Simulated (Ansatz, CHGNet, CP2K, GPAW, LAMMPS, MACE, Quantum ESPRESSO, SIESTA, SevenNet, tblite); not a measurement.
# Codes compared on glassy 60SiO2-7Al2O3-17Li2O-17SrO (mol %) (89 atoms)

Wanted: errors and costs of other methods on glassy 60SiO2-7Al2O3-17Li2O-17SrO (mol %) (89 atoms). A plane-wave run serves as the reference.

Main program and level: Ansatz 0.2.0; Kohn-Sham DFT, PBE, PAW, plane waves.

### 1. The starting structure

The cell holds 89 atoms: 18 Si, 4 Al, 10 Li, 5 Sr and 52 O. Cell: a = 10.427 Å, b = 10.427 Å, c = 10.427 Å, α = 90.0°, β = 90.0°, γ = 90.0°. 89 atoms (18 Si, 4 Al, 10 Li, 5 Sr, 52 O) placed at random at 2.76 g/cm³, melted at 4000 K for 10 ps at fixed volume with the Morse and Coulomb pair potential with partial charges (Pedone, Malavasi, Menziani, Cormack and Segre, J. Phys. Chem. B 110, 11780 (2006)). Quenched from 4000 K to 300 K at 50 K/ps and fixed volume, held 10 ps at zero pressure.

### 2. Reference: Ansatz, plane waves

The PAW files are the set soft_2.

File input.yaml:

```yaml
crystal:
  lattice:
    - [10.42707, 0.0, 0.0]
    - [0.0, 10.42707, 0.0]
    - [0.0, 0.0, 10.42707]
  atoms:
    - { symbol: Si, position: [0.38891, 0.04161, 0.0819] }
    - { symbol: Si, position: [0.29699, 0.19417, 0.56604] }
    - { symbol: Si, position: [0.69916, 0.28982, 0.75808] }
    - { symbol: Si, position: [0.73877, 0.70078, 0.87668] }
    [... 79 atom lines left out ...]
    - { symbol: O, position: [0.89435, 0.71634, 0.91174] }
    - { symbol: O, position: [0.56829, 0.42558, 0.12837] }
    - { symbol: O, position: [0.64889, 0.83882, 0.21215] }
    - { symbol: O, position: [0.38139, 0.09263, 0.48792] }
    - { symbol: O, position: [0.21374, 0.27614, 0.24757] }
    - { symbol: O, position: [0.86733, 0.97876, 0.89778] }
kpoints:
  mp_grid: { grid: [1, 1, 1] }
hamiltonian:
  xc: pbe
scf:
  occupations: { method: fermi_dirac, width: 0.05 }
output:
  forces: true
  eigenvalues: true
  populations: true
  stress: true
```

Launch:

```
> ansatz run input.yaml --threads 4 --pin off --max-ram 8192MiB --backend cpu --events-out ev --progress --plain --runs-dir out
```

Numbers of over 12 decimals in the logs are rounded to 6 here.

Output:

```text
[...]
Pseudopotentials: kind: paw
Pseudopotential: Si, paw, valence charge 4, recommended cutoff 420 eV (normal), Si.paw.azcp
Pseudopotential: Al, paw, valence charge 3, recommended cutoff 420 eV (normal), Al.paw.azcp
Pseudopotential: Li, paw, valence charge 3, recommended cutoff 420 eV (normal), Li.paw.azcp
Pseudopotential: Sr, paw, valence charge 10, recommended cutoff 420 eV (normal), Sr.paw.azcp
Pseudopotential: O, paw, valence charge 6, recommended cutoff 420 eV (normal), O.paw.azcp
[... 5 lines on functional and potentials left out ...]
Crystal: 89 atoms, lattice volume = 1133.671 Å³
Basis set: ecut = 420 eV, 22119 PW (Γ), exchange–correlation on 144×144×144 points (8 copies of the dense FFT grid, shifted against one another)
Bands: 327, of which v1, the nominal top of the filled ones, is band 238 counted from 1 (237 counted from 0)
Symmetry: 1 space group operations
Space group: P1 (ITA 1), of the structure as read, at distance tolerance 1.0e-4 Å
k-points: 1
[... 11 lines on functional and potentials left out ...]
Initial density: superposition of atomic densities (neutral atoms: chi_scale 0, normalization atom), corrected by the library's trained network
Initial wavefunctions: pseudopotential atomic-orbital guess
[...]
SCF iter   1: F=—  HF=-62970.205279 eV  |F-HF|=—  |Δ(HF+E_count)|=         —  Δρ=2.12e-3  dr2=6.48e-2  ethr=1.77e-3  ⟨swp⟩=7.0  Hψ=1663  notcnv=0  defer=58
preconditioner: auto → Resta (q_TF=auto, 2.361 Å⁻¹)  ε∞=3.2  [insulator: Δε(μ)=2.621 eV  Ē_g=15.531 eV  σ=0.050 eV  W_gap=1.00  n_scr=250 (ndim 8)  ℏωp=23.3 eV  f_vac=0.086  D(μ)=0.00/eV (n_scr^D=0)  ε∞_Penn≈3.2]
[...]
SCF iter   8: F=—  HF=-62970.219556 eV  |F-HF|=—  |Δ(HF+E_count)|=   1.46e-6  Δρ=7.97e-6  dr2=6.23e-7  ethr=3.83e-10  ⟨swp⟩=2.0  Hψ=453  notcnv=0  defer=79
SCF iter   9: F=-62970.219557 eV  HF=-62970.219557 eV  |F-HF|=3.24e-8  |Δ(HF+E_count)|=   2.07e-7  Δρ=1.79e-6  dr2=3.72e-8  ethr=2.10e-11  ⟨swp⟩=14.0  Hψ=2025  notcnv=0
SCF 1 converged in 9 iterations: F = -62970.219557 eV  dr2 = 3.72e-8
[...]
SCF converged after 9 iterations
Free energy (F): -62970.219557 eV
Harris-Foulkes:  -62970.219557 eV  (|F-HF|=3.24e-8)
Internal energy: -62970.219557 eV  (E = F + TS)
E sigma→0 (E₀):  -62970.219557 eV
Fermi energy:    6.486634 eV
--- Per-component energies (eV) ---
[...]
Σ components = -62970.219557   (vs F -62970.219557, Δ=0.00e0)
--- Forces (eV/Å), atoms counted from 1 ---
  atom   1  Si    -1.01775776     0.83185038     4.70507643
  atom   2  Si    -0.51540992    -0.45801719    -0.08990274
  atom   3  Si     1.83126536     2.40857183    -1.21662857
  atom   4  Si     1.67475618    -0.40394112     1.20058715
[...]
atom  89  O     -1.06895946     1.41168267    -0.41677038
  max |Σ_I F_I| component: 2.61e-5 eV/Å
--- Stress (GPa, compression-positive) ---
        5.684819      -0.514502      -0.999543
       -0.514495       5.420429       1.293172
       -0.999543       1.293168       1.877046
  P = ⅓ Tr σ = 4.3274 GPa (43.274 kbar)
--- Band table (eV) ---
  k-point 0: bands = ["-40.5617", "-40.5576", "-40.1731", "-40.1403", [... 311 levels ...], "14.0282", "14.1058", "14.1329", "14.2135", "14.2553", "14.3161", "14.3530", "14.3692", "14.4157", "14.4438", "14.5144", "14.5586"]
--- Löwdin populations: 89 sites ---
  site symbol       q [e]
     0     Si      2.3145
     1     Si      2.2931
     2     Si      2.3305
[...]
88      O      6.9279
  spilling = 0.012744 (of n_electrons = 476.000000)
```

Wall time 12 s (4 threads of Arm Neoverse V2, shared host); peak memory 1.4 GiB; 45 s of CPU time.

Read from the output:

```yaml
free_energy: -62970.2196 eV
free_energy_per_atom: -707.5306 eV/atom
scf_cycles: 9
pressure: 4.327 GPa
r_m_s_force_component: 1.436 eV/Å
longest_force: 6.462 eV/Å
fermi_energy: 6.487 eV
spacing_of_highest_filled_and_lowest_empty_level: 2.464 eV
spilling_of_the_projection: 0.01274
```

Length of the force by element:

```csv
element,coordination,atoms,mean length of the force (eV/Å),spread,least,most
Al,all,4,1.91,0.423,1.47,2.38
Li,all,10,0.974,0.293,0.505,1.36
O,all,52,2.24,1.28,0.155,6.46
Si,all,18,2.73,1.41,0.477,5.02
Sr,all,5,1.15,0.377,0.835,1.88
```

Löwdin charges by element (they lack the spilled electrons, 0.068 e an atom on average):

```csv
element,coordination,atoms,mean charge (e),spread,least,most
Al,all,4,1.25,0.032,1.21,1.30
Li,all,10,0.779,0.0197,0.751,0.814
O,all,52,-0.892,0.0854,-1.07,-0.779
Si,all,18,1.69,0.0466,1.61,1.79
Sr,all,5,1.84,0.0144,1.82,1.86
```

The levels nearest the highest filled one (over half full), pooled over k-points and spins:

```csv
level less the highest filled one (eV),occupation
-1.07,2
-1.02,2
-0.845,2
-0.764,2
-0.145,2
0,2
2.46,0
3.37,0
3.94,0
4.24,0
4.31,0
4.43,0
```

The run ends at a pressure of 4.33 GPa, with forces up to 6.5 eV/Å.

### 3. Local order

Density 2.86 g/cm³, 12.74 Å³ an atom.

Pair distribution functions g(r), in bins of 0.2 Å:

```csv
r (Å),total,O-O,O-Si,O-Li,O-Sr,O-Al,Si-Si
1.50,1.22,0.00,5.15,0.00,0.00,0.00,0.00
1.70,2.34,0.00,8.15,0.00,0.00,8.04,0.00
1.90,0.50,0.00,0.00,2.55,0.00,3.12,0.00
2.10,0.45,0.00,0.00,3.42,0.00,0.00,0.00
2.30,0.26,0.00,0.09,1.14,0.93,0.00,0.00
2.50,1.06,2.26,0.00,0.69,1.92,0.00,0.00
2.70,1.45,3.33,0.07,0.25,1.43,0.00,0.00
2.90,0.68,0.92,0.06,0.53,2.08,0.00,0.94
3.10,1.15,1.05,0.35,0.91,1.61,0.24,4.36
3.30,1.04,0.86,0.88,0.86,1.30,0.59,1.31
3.50,0.81,0.71,0.81,0.35,0.43,1.25,0.22
3.70,1.00,0.88,1.45,1.00,0.26,1.25,0.21
3.90,1.15,0.85,1.80,1.50,0.57,1.84,0.36
4.10,1.06,0.58,1.75,1.25,1.33,1.15,0.00
4.30,1.15,0.69,1.35,1.54,1.30,2.21,1.98
4.50,0.94,0.64,1.02,1.32,1.28,1.08,1.37
4.70,0.88,1.10,0.61,0.71,1.57,0.68,1.52
4.90,1.06,1.38,0.87,1.04,1.45,0.54,0.70
5.10,1.13,1.45,0.72,0.90,1.27,0.75,1.18
```

### 4. The other programs

The programs:
- CHGNet: machine-learned potential, published weights.
- CP2K 2026.2: Gaussian basis with GTH pseudopotentials and a plane-wave density; labels give functional, basis (MOLOPT sets; SR short-range, UZH the newer set with its own potentials), grid cutoff/relative cutoff and solver (OT: orbital transformation; TRS4, TC2, SIGN: linear-scaling purification with its sparsity filter), or its built-in tight binding.
- GPAW 26.7.0: PAW with atomic orbitals (LCAO), plane waves or a real-space grid of spacing h.
- MACE: machine-learned potential, published weights.
- Quantum ESPRESSO 7.5: plane waves; labels (QE) give functional, pseudopotential set and cutoffs of waves/density.
- SIESTA 5.4.2: numerical atomic orbitals, whose automatically made sets are far from complete, with PseudoDojo norm-conserving potentials that we converted to its format (checked against plane waves on the same files for H, C, O, Si, Ge and Ca alone); labels give functional, basis size, energy shift and mesh cutoff.
- SevenNet: machine-learned potential, published weights.
- tblite 0.8.0: extended tight binding, driven from Python.

All use the same cell and atoms; the electronic-structure runs use the same k-mesh, and an electronic temperature of 580 K (0.05 eV) where levels are smeared.

Differences are against the plane-wave reference, forces as r.m.s. over components; share is that over the reference's r.m.s. force, slope the least-squares factor from reference forces to these. Total energies of different programs have different zeros and aren't compared.

```csv
run,"Δ force, r.m.s. (meV/Å)",share (%),slope,Δ pressure (GPa),Δ gap (eV),cores,CPU time,memory (GiB)
reference,-,-,-,-,-,4,45 s,1.4
CHGNet r2SCAN potential,330,23.0,0.809,-3.74,-,1,2.6 s,1.3
"CP2K PBE, DZVP-MOLOPT-SR, 280/50 Ry, OT DIIS (coarse)",136,9.46,1.014,0.329,-0.161,2,6.6 min,0.87
"CP2K PBE, DZVP-MOLOPT-SR, 800/50 Ry, OT DIIS",88.4,6.15,1.009,0.0955,-0.152,2,8.3 min,2.3
"CP2K PBE, DZVP-MOLOPT-SR, 800/50 Ry, TRS4 filter 1e-07, SCF 1e-07",92.6,6.45,1.011,0.106,-,2,3.7 min,2.3
"GPAW PBE, LCAO dzp, h 0.18 Å",372,25.9,1.186,-,-0.111,1,3.2 min,1.7
"GPAW PBE, LCAO dzp, h 0.22 Å (coarse)",394,27.4,1.183,-,-0.114,1,2.2 min,1.1
"GPAW PBE, LCAO szp(dzp), h 0.18 Å (coarse)",400,27.9,1.191,-,-0.207,1,2.5 min,1.6
MACE MP-0b2 small potential,120,8.33,0.976,0.488,-,1,5.1 s,0.68
"QE PBE, sg15-1.2, 80/320 Ry",50.6,3.53,1.012,0.170,0.0124,4,8.3 min,2.3
"QE PBE, sssp-1.3.0-efficiency, 30/240 Ry (coarse)",79.2,5.52,1.037,-32.4,-0.0294,2,3.1 min,1.3
"QE PBE, sssp-1.3.0-efficiency, 60/480 Ry",40.8,2.84,1.021,0.222,0.0053,4,10 min,3.6
"SIESTA PBE, DZ, shift 0.01 Ry, mesh 500 Ry (coarse)",1013,70.6,1.462,11.9,-0.560,2,2.1 min,1.4
"SIESTA PBE, DZP, shift 0.01 Ry, mesh 500 Ry",441,30.7,1.207,4.29,-0.234,2,5.6 min,2.3
"SIESTA PBE, SZP, shift 0.01 Ry, mesh 500 Ry (coarse)",713,49.6,1.362,8.07,-0.235,2,4.6 min,2.1
SevenNet l3i5 potential,65.0,4.53,1.003,0.261,-,1,7.5 s,1.6
tblite GFN1-xTB,674,46.9,1.011,-15.4,-,1,5.4 s,0.14
```

Rows marked coarse were listed beforehand as settings not expected to be converged; some can still land near the reference.

Times of the machine-learned potentials are mostly Python's start and the loading of weights.

CPU time is summed over cores on a shared host, where runs went side by side, so it is rough. Symmetry, cutoffs, thresholds, outputs and thread counts weren't matched or tuned between programs; memory under MPI is the largest rank's times the ranks.

Mean charges by element (e), by run and scheme:

```csv
run,scheme,Si,Al,Li,Sr,O
reference,Löwdin,+1.69,+1.25,+0.78,+1.84,-0.89
"CP2K PBE, DZVP-MOLOPT-SR, 800/50 Ry, OT DIIS",Mulliken,+0.76,+1.12,+0.69,+1.26,-0.60
"CP2K PBE, DZVP-MOLOPT-SR, 800/50 Ry, OT DIIS",Hirshfeld,+0.51,+0.50,+0.23,+0.59,-0.32
"CP2K PBE, DZVP-MOLOPT-SR, 800/50 Ry, TRS4 filter 1e-07, SCF 1e-07",Mulliken,+0.76,+1.12,+0.69,+1.26,-0.60
"SIESTA PBE, DZP, shift 0.01 Ry, mesh 500 Ry",Hirshfeld,+0.42,+0.39,+0.12,+0.58,-0.25
tblite GFN1-xTB,Mulliken,+0.88,+0.99,+0.85,+1.32,-0.67
```

The reference's Löwdin charges lack the electrons that the projection spills, 0.068 e an atom on average.

Within one program, basis, potentials and functional, energies share a zero. Each run against its twin at the usual cutoff or grid and solver:

```csv
run,twin,Δ energy (meV/atom),"Δ force, r.m.s. (meV/Å)",CPU time over the twin's
"CP2K PBE, DZVP-MOLOPT-SR, 280/50 Ry, OT DIIS","DZVP-MOLOPT-SR, 800/50 Ry, OT DIIS",-5.07,109,0.81
"CP2K PBE, DZVP-MOLOPT-SR, 800/50 Ry, TRS4 filter 1e-07, SCF 1e-07","DZVP-MOLOPT-SR, 800/50 Ry, OT DIIS",0.0099,11.4,0.45
"GPAW PBE, LCAO dzp, h 0.22 Å","LCAO dzp, h 0.18 Å",111,128,0.69
"QE PBE, sssp-1.3.0-efficiency, 30/240 Ry","sssp-1.3.0-efficiency, 60/480 Ry",503,50.0,0.30 (this twin ran on 4 cores)
```

### 5. Outcome

| Property | Result |
| --- | --- |
| reference r.m.s. force component | 1.44 eV/Å |
| nearest in forces | QE PBE, sssp-1.3.0-efficiency, 60/480 Ry, 2.8 % |
| farthest in forces | SIESTA PBE, DZ, shift 0.01 Ry, mesh 500 Ry (coarse), 71 % |
| cheapest electronic-structure run beside the reference | tblite GFN1-xTB, 5.4 s of CPU time |

**Reading.** PBE on plane waves or a grid with other potentials, cutoffs or grids, coarse settings apart, differs from the reference by 2.8 % (QE PBE, sssp-1.3.0-efficiency, 60/480 Ry) to 3.5 % (QE PBE, sg15-1.2, 80/320 Ry) of the r.m.s. force; this holds the reference's own error, so differences of a few per cent don't tell which side is nearer the exact PBE result (QE's 80 Ry are 1088 eV, against the reference's 420 eV). The PBE runs in local orbitals, coarse settings apart, differ by 6.2 % (CP2K PBE, DZVP-MOLOPT-SR, 800/50 Ry, OT DIIS) to 31 % (SIESTA PBE, DZP, shift 0.01 Ry, mesh 500 Ry); basis, grid and potentials can all enter. Tight binding differs by 47 % (tblite GFN1-xTB); it is another model, with fitted parameters of its own, and the xTB methods hold dispersion. Machine-learned potentials differ by 4.5 % (SevenNet l3i5 potential) to 23 % (CHGNet r2SCAN potential); they were trained on other programs' data, some at another functional. Runs with settings chosen to be coarse differ by 5.5 % (QE PBE, sssp-1.3.0-efficiency, 30/240 Ry) to 71 % (SIESTA PBE, DZ, shift 0.01 Ry, mesh 500 Ry), their programs' other errors included. One electronic-structure run takes under half the reference's CPU time: tblite GFN1-xTB, at 47 % in 5.4 s against 45 s; its pressure misses by -15.4 GPa. SIESTA PBE, SZP, shift 0.01 Ry, mesh 500 Ry stiffens the forces by a factor of 1.36 while following their directions (correlation 0.970); the slopes of the 3 SIESTA runs lie between 1.21 and 1.46. At the same functional, gaps differ from the reference's 2.46 eV by between -0.56 and +0.01 eV. In pressure, QE PBE, sssp-1.3.0-efficiency, 30/240 Ry misses by -32.4 GPa, at the same functional; a cutoff this low leaves a large Pulay stress. Charges hang on model, scheme and program or settings: among these rows the mean for Si runs from +0.42 to +1.69 e. In the reference: filled and empty levels are parted by 2.46 eV (at Γ alone); a semilocal functional tends to put such gaps too low. In a disordered cell it changes from sample to sample, and tail or defect levels can set it. In the reference: mean Löwdin charges: Al +1.25, Li +0.78, O -0.89, Si +1.69, Sr +1.84 e (they miss 1.3 % of the electrons, so they add up to more than the cell's charge). Periodic xTB results under one method name differ between programs and library versions. The potentials hold different valence shells: 476 electrons in the reference, 456 in GPAW and 508 in Quantum ESPRESSO with SG15; this bears on time and differences. Machine-learned potentials mimic data converged in k, so the reference's own k-point error enters their differences. The quench rate of 50 K/ps is many orders above laboratory rates, so the cell is likely richer in defects and strain than a real sample. The network of bonds at the start is that of the classical potential that made the cell, and needn't be the one that DFT or experiment would give. The reference's stress is far from hydrostatic: its diagonal is 5.7, 5.4, 1.9 GPa, compression counted positive. The electronic-structure runs sample only Γ, in a cell whose shortest periodic width is 10 Å.

[Also dropped from logs without a mark: logging warnings of Python, and SIESTA's first energy breakdown and zero terms.]

[Logs are printed without paths, hosts, clocks, repeated set-up lines and the standing remarks that a program may print on its own settings, such as how far it seeks lower states.]

[Hosts, paths, dates, database ids (printed as entryN), source tags and the programs' standing remarks are cut or masked in the printed files.]
